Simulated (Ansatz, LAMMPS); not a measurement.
# Binding across the interface in amorphous film on crystalline Si with 5 % C on Si sites, (110) (192 atoms), part 3 of 3

Aim: the interaction energy between the two parts of amorphous film on crystalline Si with 5 % C on Si sites, (110) (192 atoms) and its distance dependence.

Ansatz 0.2.0; Kohn-Sham DFT, PBE, PAW (set soft_2), plane waves.

The cell: 182 Si and 10 C. The network of bonds at the start is that of the classical potential that made the cell. The main run has no spin polarisation. The Brillouin zone is sampled at Γ only, in a cell whose shortest periodic width is 11 Å.

So far. Step 3 (Relaxation): The relaxation converged after 37 steps, 17.7 eV below its start, with a largest force component of 0.043 eV/Å. Step 6 (The upper part alone): The whole (-118164.882 eV) less the lower (-39885.731 eV) and the upper part (-78244.895 eV) leaves -34.256 eV.

**7. Upper part moved by +0.3 Å**

Moving the upper part rigidly maps the well in which it sits.

input.yaml reads:

```yaml
crystal:
  lattice:
    - [10.864, 0.0, 0.0]
    - [0.0, 15.36402, 0.0]
    - [0.0, 0.0, 35.66062]
  atoms:
    - { symbol: Si, position: [0.9996, 0.82211, 0.97091] }
    - { symbol: Si, position: [0.16981, 0.82427, 0.01111] }
    - { symbol: Si, position: [0.27708, 0.18942, 0.01232] }
    - { symbol: Si, position: [0.41417, 0.1788, 0.06525] }
    - { symbol: Si, position: [0.28144, 0.95596, 0.01053] }
    - { symbol: Si, position: [0.41821, 0.96552, 0.06286] }
    [... 180 atom lines left out ...]
    - { symbol: Si, position: [0.04779, 0.78435, 0.54792] }
    - { symbol: Si, position: [0.55593, 0.55449, 0.26645] }
    - { symbol: Si, position: [0.15874, 0.50224, 0.50012] }
    - { symbol: Si, position: [0.66968, 0.69842, 0.40116] }
    - { symbol: Si, position: [0.44539, 0.67664, 0.29683] }
    - { symbol: Si, position: [0.44996, 0.20524, 0.54745] }
kpoints:
  mp_grid: { grid: [1, 1, 1] }
hamiltonian:
  xc: pbe
scf:
  occupations: { method: gaussian, width: 0.05 }
output:
  forces: true
  eigenvalues: true
```

On the command line:

```sh
$ ansatz run input.yaml --threads 4 --pin off --max-ram 15872MiB --backend cpu --events-out ev --progress --plain --runs-dir out
```

Numbers of over 12 decimals in the logs are rounded to 6 here.

The program printed:

```text
[...]
Crystal: 192 atoms, lattice volume = 5952.282 Å³
Basis set: ecut = 420 eV, 116373 PW (Γ), exchange–correlation on 150×216×480 points (8 copies of the dense FFT grid, shifted against one another)
Bands: 576, of which v1, the nominal top of the filled ones, is band 384 counted from 1 (383 counted from 0)
Symmetry: 1 space group operations
[...]
k-points: 1
[...]
SCF iter   1: F=—  HF=-118162.075033 eV  |F-HF|=—  |Δ(HF+E_count)|=         —  Δρ=3.35e-3  dr2=2.48e0  ethr=1.77e-3  ⟨swp⟩=8.0  Hψ=3340  notcnv=0  defer=118
[...]
SCF iter   4: F=—  HF=-118161.738900 eV  |F-HF|=—  |Δ(HF+E_count)|=   1.96e-2  Δρ=2.54e-4  dr2=4.17e-2  ethr=2.90e-5  ⟨swp⟩=2.0  Hψ=782  notcnv=0  defer=47
automatic band count: iteration 4 solves 445 bands in place of 576: the levels show a gap, and the empty bands left out lie too high to hold charge; the band table lists the bands solved (type scf.n_extra_bands for more)
SCF iter   5: F=—  HF=-118161.736213 eV  |F-HF|=—  |Δ(HF+E_count)|=   2.69e-3  Δρ=1.01e-4  dr2=1.14e-2  ethr=5.43e-6  ⟨swp⟩=2.0  Hψ=625  notcnv=0  defer=47
SCF iter   6: F=—  HF=-118161.735690 eV  |F-HF|=—  |Δ(HF+E_count)|=   5.23e-4  Δρ=4.66e-5  dr2=3.09e-3  ethr=1.49e-6  ⟨swp⟩=2.0  Hψ=777  notcnv=0  defer=47
[...]
SCF iter  11: F=—  HF=-118161.735906 eV  |F-HF|=—  |Δ(HF+E_count)|=   6.45e-7  Δρ=1.12e-6  dr2=1.18e-7  ethr=1.05e-10  ⟨swp⟩=2.0  Hψ=734  notcnv=0  defer=47
SCF iter  12: F=-118161.735906 eV  HF=-118161.735906 eV  |F-HF|=4.28e-8  |Δ(HF+E_count)|=   2.01e-7  Δρ=4.53e-7  dr2=2.16e-8  ethr=1.30e-11  ⟨swp⟩=16.0  Hψ=2202  notcnv=0
SCF 1 converged in 12 iterations: F = -118161.735906 eV  dr2 = 2.16e-8
[...]
SCF converged after 12 iterations
Free energy (F): -118161.735906 eV
[...]
Internal energy: -118161.727162 eV  (E = F + TS)
E sigma→0 (E₀):  -118161.731534 eV
Entropy (-TS):   -0.008744 eV (-0.046 meV/atom)
Fermi energy:    2.335962 eV
[...]
Σ components = -118161.735906   (vs F -118161.735906, Δ=0.00e0)
--- Forces (eV/Å), atoms counted from 1 ---
  atom   1  Si    -0.00173143     0.01182576     0.00149031
  atom   2  Si     0.02459998     0.01673648     0.01838103
  atom   3  Si    -0.02040378     0.01408546     0.00656220
  atom   4  Si     0.05155106    -0.01885878     0.10627124
[...]
atom 192  Si    -0.00091320    -0.00084361    -0.00860913
  max |Σ_I F_I| component: 1.82e-5 eV/Å
--- Band table (eV) ---
[...]
```

The job ended after 62 s (4 threads of AMD EPYC 9R14 (Zen 4), shared host; peak memory 7.7 GiB).

Upper part moved by +0.3 Å: the energy stands 3.15 eV above that of the reference.

**8. Upper part moved by -0.3 Å**

Another point of the curve.

Input and log are left out; they have the form of those shown for this kind of step.

The job ended after 60 s (4 threads of AMD EPYC 9R14 (Zen 4), shared host; peak memory 7.7 GiB).

Upper part moved by -0.3 Å: the energy stands 5.63 eV above that of the reference.

**9. Upper part moved by +0.8 Å**

Another point of the curve.

Input and log are left out; they have the form of those shown for this kind of step.

The job ended after 58 s (4 threads of AMD EPYC 9R14 (Zen 4), shared host; peak memory 7.7 GiB; 3.8 min of CPU time).

Upper part moved by +0.8 Å: the energy stands 14.1 eV above that of the reference.

**10. Upper part moved by +1.6 Å**

Another point of the curve.

Edit input.yaml of step 7 so:

```diff
@@ -13,8 +13,8 @@
     [... 180 atom lines left out ...]
-    - { symbol: Si, position: [0.04779, 0.78435, 0.54792] }
-    - { symbol: Si, position: [0.55593, 0.55449, 0.26645] }
-    - { symbol: Si, position: [0.15874, 0.50224, 0.50012] }
-    - { symbol: Si, position: [0.66968, 0.69842, 0.40116] }
-    - { symbol: Si, position: [0.44539, 0.67664, 0.29683] }
-    - { symbol: Si, position: [0.44996, 0.20524, 0.54745] }
+    - { symbol: Si, position: [0.04779, 0.78435, 0.58438] }
+    - { symbol: Si, position: [0.55593, 0.55449, 0.30291] }
+    - { symbol: Si, position: [0.15874, 0.50224, 0.53658] }
+    - { symbol: Si, position: [0.66968, 0.69842, 0.43762] }
+    - { symbol: Si, position: [0.44539, 0.67664, 0.33329] }
+    - { symbol: Si, position: [0.44996, 0.20524, 0.58391] }
 kpoints:
```

The program printed:

```text
[...]
Crystal: 192 atoms, lattice volume = 5952.282 Å³
Basis set: ecut = 420 eV, 116373 PW (Γ), exchange–correlation on 150×216×480 points (8 copies of the dense FFT grid, shifted against one another)
Bands: 576, of which v1, the nominal top of the filled ones, is band 384 counted from 1 (383 counted from 0)
Symmetry: 1 space group operations
[...]
k-points: 1
[...]
SCF iter   1: F=—  HF=-118137.092901 eV  |F-HF|=—  |Δ(HF+E_count)|=         —  Δρ=3.56e-3  dr2=2.97e0  ethr=1.77e-3  ⟨swp⟩=7.0  Hψ=2934  notcnv=0  defer=123
[...]
SCF iter  11: F=—  HF=-118136.817275 eV  |F-HF|=—  |Δ(HF+E_count)|=   1.94e-8  Δρ=7.90e-7  dr2=1.18e-7  ethr=1.11e-10  ⟨swp⟩=2.0  Hψ=658  notcnv=0  defer=175
SCF iter  12: F=-118136.817275 eV  HF=-118136.817275 eV  |F-HF|=1.53e-8  |Δ(HF+E_count)|=  8.00e-10  Δρ=3.91e-7  dr2=2.82e-8  ethr=1.30e-11  ⟨swp⟩=38.0  Hψ=4313  notcnv=0
SCF 1 converged in 12 iterations: F = -118136.817275 eV  dr2 = 2.82e-8
[...]
SCF converged after 12 iterations
Free energy (F): -118136.817275 eV
[...]
Internal energy: -118136.744125 eV  (E = F + TS)
E sigma→0 (E₀):  -118136.780700 eV
Entropy (-TS):   -0.073150 eV (-0.381 meV/atom)
Fermi energy:    2.226029 eV
[...]
Σ components = -118136.817275   (vs F -118136.817275, Δ=0.00e0)
--- Forces (eV/Å), atoms counted from 1 ---
  atom   1  Si     0.15456053     0.06250862     0.14766415
  atom   2  Si     0.09480549    -0.03234140    -0.03513690
  atom   3  Si    -0.25210579     0.03126510     0.02187717
  atom   4  Si     0.35652631     0.00785042     0.34199305
[...]
atom 192  Si     0.00629232    -0.00589602    -0.00592461
  max |Σ_I F_I| component: 2.35e-5 eV/Å
--- Band table (eV) ---
[...]
```

Wall time 77 s (4 threads); peak memory 7.7 GiB; 4.9 min of CPU time.

Upper part moved by +1.6 Å: the energy stands 28.1 eV above that of the reference.

**11. Upper part moved by +3 Å**

Another point of the curve.

Input and log are left out; they have the form of those shown for this kind of step.

Wall time 83 s (4 threads of AMD EPYC 9R14 (Zen 4), shared host); peak memory 7.7 GiB.

Upper part moved by +3 Å: the energy stands 33.8 eV above that of the reference.

**12. Whole cell, LDA**

The three cells are solved again with another functional, at the same geometry, to see how much of the binding hangs on it.

This step: Kohn-Sham DFT, LDA, PAW (set soft_2), plane waves.

input.yaml, the sections that differ from step 10:

```yaml
crystal:
  lattice:
    - [10.864, 0.0, 0.0]
    - [0.0, 15.36402, 0.0]
    - [0.0, 0.0, 35.66062]
  atoms:
    [... the 192 atom lines of step 4 ...]
hamiltonian:
  xc: lda
output:
  forces: true
# kpoints, scf: as in step 10
```

The program printed:

```text
[...]
Crystal: 192 atoms, lattice volume = 5952.282 Å³
Basis set: ecut = 420 eV, 116373 PW (Γ)
Bands: 576, of which v1, the nominal top of the filled ones, is band 384 counted from 1 (383 counted from 0)
Symmetry: 1 space group operations
[...]
k-points: 1
[...]
SCF iter   1: F=—  HF=-113139.507760 eV  |F-HF|=—  |Δ(HF+E_count)|=         —  Δρ=4.27e-3  dr2=2.62e0  ethr=1.77e-3  ⟨swp⟩=8.0  Hψ=3346  notcnv=0  defer=118
[...]
SCF iter  12: F=-113139.010685 eV  HF=-113139.010685 eV  |F-HF|=4.45e-9  |Δ(HF+E_count)|=   3.99e-9  Δρ=3.46e-7  dr2=1.71e-8  ethr=1.30e-11  ⟨swp⟩=5.0  Hψ=1666  notcnv=0
SCF 1 converged in 12 iterations: F = -113139.010685 eV  dr2 = 1.71e-8
[...]
SCF converged after 12 iterations
Free energy (F): -113139.010685 eV
[...]
Internal energy: -113139.005852 eV  (E = F + TS)
E sigma→0 (E₀):  -113139.008269 eV
Entropy (-TS):   -0.004833 eV (-0.025 meV/atom)
Fermi energy:    2.139250 eV
[...]
--- Forces (eV/Å), atoms counted from 1 ---
  atom   1  Si    -0.03478388     0.02780854     0.12519728
  atom   2  Si    -0.02589644     0.00260984     0.04073665
  atom   3  Si     0.02900693    -0.00139364     0.01489459
  atom   4  Si     0.06337005    -0.09517975    -0.00514427
  atom   5  Si     0.02349473     0.00298037     0.03298429
  atom   6  Si     0.04933248     0.09429045     0.00591460
  atom   7  Si    -0.00326867    -0.00388967    -0.01120801
  atom   8  Si     0.00056237     0.01089152    -0.01587742
  atom   9  Si    -0.02697468    -0.00669576    -0.02379207
  atom  10  Si    -0.00617672    -0.06591576     0.09675761
  atom  11  Si    -0.00650936     0.01895632     0.04968944
  atom  12  Si     0.02254927    -0.02092318     0.17151286
  atom  13  Si     0.01218283     0.01261486     0.03412172
  atom  14  Si     0.02611959     0.01057494     0.17494477
[...]
atom 191  Si    -0.01908437    -0.01147811    -0.06069711
  atom 192  Si     0.05902349     0.06774163    -0.14273141
  max |Σ_I F_I| component: 1.52e-4 eV/Å
```

It took 54 s on 4 threads; peak memory 7.2 GiB.

**13. Lower part, LDA**

A part alone at that level.

Edit input.yaml of step 12 so:

```diff
@@ -6,3 +6,3 @@
   atoms:
-    [... the 192 atom lines of step 4 ...]
+    [... the 64 atom lines of step 5 ...]
 kpoints:
```

The program printed:

```text
[...]
Crystal: 64 atoms, lattice volume = 5952.282 Å³
Basis set: ecut = 420 eV, 116373 PW (Γ)
Bands: 192, of which v1, the nominal top of the filled ones, is band 128 counted from 1 (127 counted from 0)
Symmetry: 1 space group operations
[...]
k-points: 1
[...]
SCF iter   1: F=—  HF=-38182.341432 eV  |F-HF|=—  |Δ(HF+E_count)|=         —  Δρ=3.04e-3  dr2=2.53e0  ethr=1.77e-3  ⟨swp⟩=7.0  Hψ=1036  notcnv=0  defer=39
[...]
SCF iter  11: F=-38182.068437 eV  HF=-38182.068437 eV  |F-HF|=6.26e-9  |Δ(HF+E_count)|=   9.99e-8  Δρ=4.00e-7  dr2=3.71e-8  ethr=3.91e-11  ⟨swp⟩=4.0  Hψ=582  notcnv=0
SCF 1 converged in 11 iterations: F = -38182.068437 eV  dr2 = 3.71e-8
[...]
SCF converged after 11 iterations
Free energy (F): -38182.068437 eV
[...]
Internal energy: -38182.015386 eV  (E = F + TS)
E sigma→0 (E₀):  -38182.041911 eV
Entropy (-TS):   -0.053051 eV (-0.829 meV/atom)
Fermi energy:    -2.543156 eV
[...]
--- Forces (eV/Å), atoms counted from 1 ---
  atom   1  Si     0.08109611     0.10028665     0.28688870
  atom   2  Si     0.21417974    -0.07288913    -0.04736230
  atom   3  Si    -0.24096202     0.10019801     0.10954071
  atom   4  Si     0.46103742    -0.17103346     0.33839447
  atom   5  Si    -0.20364420    -0.06234874    -0.05808945
  atom   6  Si     0.61526429     0.32096289     0.40816996
  atom   7  Si    -0.18162696     0.12694645     0.29177706
  atom   8  Si     0.74140738     0.00801055    -0.57157619
  atom   9  Si     0.51474044    -0.06802651     0.02573383
  atom  10  Si     0.30271494     0.49561253    -0.64225241
  atom  11  Si    -0.42383357    -0.00325233    -0.59020150
  atom  12  Si    -0.13942194    -0.00797143     0.29841216
  atom  13  Si    -0.33233915    -0.39672156    -0.74345341
  atom  14  Si    -0.00374065    -0.09969459     0.27758115
[...]
atom  63  Si    -0.09358397    -0.02111367     0.15101320
  atom  64  Si     0.13335650    -0.05092786     0.18596089
  max |Σ_I F_I| component: 5.89e-4 eV/Å
```

Elapsed: 16 s, on 4 threads; peak memory 3.6 GiB; 59 s of CPU time.

**14. Upper part, LDA**

A part alone at that level.

Edit input.yaml of step 13 so:

```diff
@@ -6,3 +6,3 @@
   atoms:
-    [... the 64 atom lines of step 5 ...]
+    [... the 128 atom lines of step 6 ...]
 kpoints:
```

The program printed:

```text
[...]
Crystal: 128 atoms, lattice volume = 5952.282 Å³
Basis set: ecut = 420 eV, 116373 PW (Γ)
Bands: 384, of which v1, the nominal top of the filled ones, is band 256 counted from 1 (255 counted from 0)
Symmetry: 1 space group operations
[...]
k-points: 1
[...]
SCF iter   1: F=—  HF=-74919.194127 eV  |F-HF|=—  |Δ(HF+E_count)|=         —  Δρ=4.09e-3  dr2=3.17e0  ethr=1.77e-3  ⟨swp⟩=8.0  Hψ=2235  notcnv=0  defer=77
[...]
SCF iter  11: F=-74918.768391 eV  HF=-74918.768391 eV  |F-HF|=2.07e-8  |Δ(HF+E_count)|=   1.29e-8  Δρ=4.74e-7  dr2=4.05e-8  ethr=1.95e-11  ⟨swp⟩=5.0  Hψ=1100  notcnv=0
SCF 1 converged in 11 iterations: F = -74918.768391 eV  dr2 = 4.05e-8
[...]
SCF converged after 11 iterations
Free energy (F): -74918.768391 eV
[...]
Internal energy: -74918.725203 eV  (E = F + TS)
E sigma→0 (E₀):  -74918.746797 eV
Entropy (-TS):   -0.043188 eV (-0.337 meV/atom)
Fermi energy:    -0.376319 eV
[...]
--- Forces (eV/Å), atoms counted from 1 ---
  atom   1  Si    -0.99146399    -0.25560225    -0.36720921
  atom   2  Si     0.17093121     0.05945662    -0.06331752
  atom   3  Si    -0.13297114     0.31333686     0.04237892
  atom   4  Si    -0.03731978    -0.02809011    -0.00159164
  atom   5  Si     0.08979577     0.12573772    -0.04611924
  atom   6  Si     0.09370686    -0.03802426    -0.21711701
  atom   7  C      0.07580253    -0.07724376     0.09008332
  atom   8  Si    -0.63904258    -0.04858992    -0.11540291
  atom   9  Si     0.04754605     0.10578624     0.00632017
  atom  10  Si    -0.16282709    -0.32449491    -0.47360620
  atom  11  Si    -0.05337599    -0.16795818    -0.04326252
  atom  12  Si    -0.41971719    -0.15487871     0.31878166
  atom  13  C      0.11207401     0.14289703    -0.01734210
  atom  14  C      0.16460184     0.31722297    -0.86006511
[...]
atom 127  Si     0.06547497     0.27777838     0.07248844
  atom 128  Si     0.05621433     0.05755108    -0.12895702
  max |Σ_I F_I| component: 1.25e-3 eV/Å
```

Wall time 31 s (4 threads); peak memory 5.5 GiB; 1.9 min of CPU time.

At this level the whole less its parts is -38.174 eV.

**15. Interaction energy**

Whole cell less its two parts, each frozen at the geometry of the whole and solved in the same cell with the same functional, so that energy zeros cancel. The upper part is 'amorphous' and the lower part 'crystal'. The nearest atoms of the two parts stand 2.01 Å apart. The face is 166.9 Å².

```
functional  interaction energy (eV)  of it, the added dispersion term (eV)  per area (meV/Å²)  per area (J/m²)  per atom of the upper part (meV)
       PBE                  -34.256                                      -             -205.2            -3.29                            -267.6
       LDA                  -38.174                                      -             -228.7            -3.66                            -298.2
```

**16. Energy against separation**

The upper part is moved rigidly along the normal from its place in the reference.

```
shift (Å)  energy change (eV)  per area (meV/Å²)  share of the binding lost (%)
     -0.3               5.634              33.75                              -
     +0.0               0.000               0.00                              -
     +0.3               3.146              18.85                              9
     +0.8              14.077              84.33                             41
     +1.6              28.065             168.14                             82
     +3.0              33.848             202.79                             99
```

**17. Levels of whole and parts**

```
      cell  gap (eV)  vacuum level at the upper face, over the highest filled level, or over E_F where no gap is given (eV)  moment (μB)
     whole               0.168                                                                                                   4.69      no spin
lower part                   -                                                                                                   4.77      no spin
upper part                   -                                                                                                   4.74      no spin
```

A dash marks a cell without a clear gap, or without a flat potential in the vacuum.

**18. Findings**

The parts bind with 205.2 meV/Å² (34.3 eV for the cell) at the level PBE, far more than van der Waals binding between intact sheets, and bonds of chemical length cross the interface. At this one geometry the functionals range from -228.7 (LDA) to -205.2 meV/Å² (PBE). The curvature over ±0.3 Å is 9.4×10²⁰ N/m³, and the energy rises faster on the near side. At +3.0 Å, 99 % of the binding is lost.

**Limits.** The parts are frozen, so the energy of their deformation isn't counted. No correction is made for dipoles across the vacuum, and the parts also feel their periodic images through it.

The DFT runs together took 36 min of wall time.

[Logs are printed without paths, hosts, clocks, repeated set-up lines and the standing remarks that a program may print on its own settings, such as how far it seeks lower states.]

[Hosts, paths, dates, database ids (printed as entryN), source tags and the programs' standing remarks are cut or masked in the printed files.]
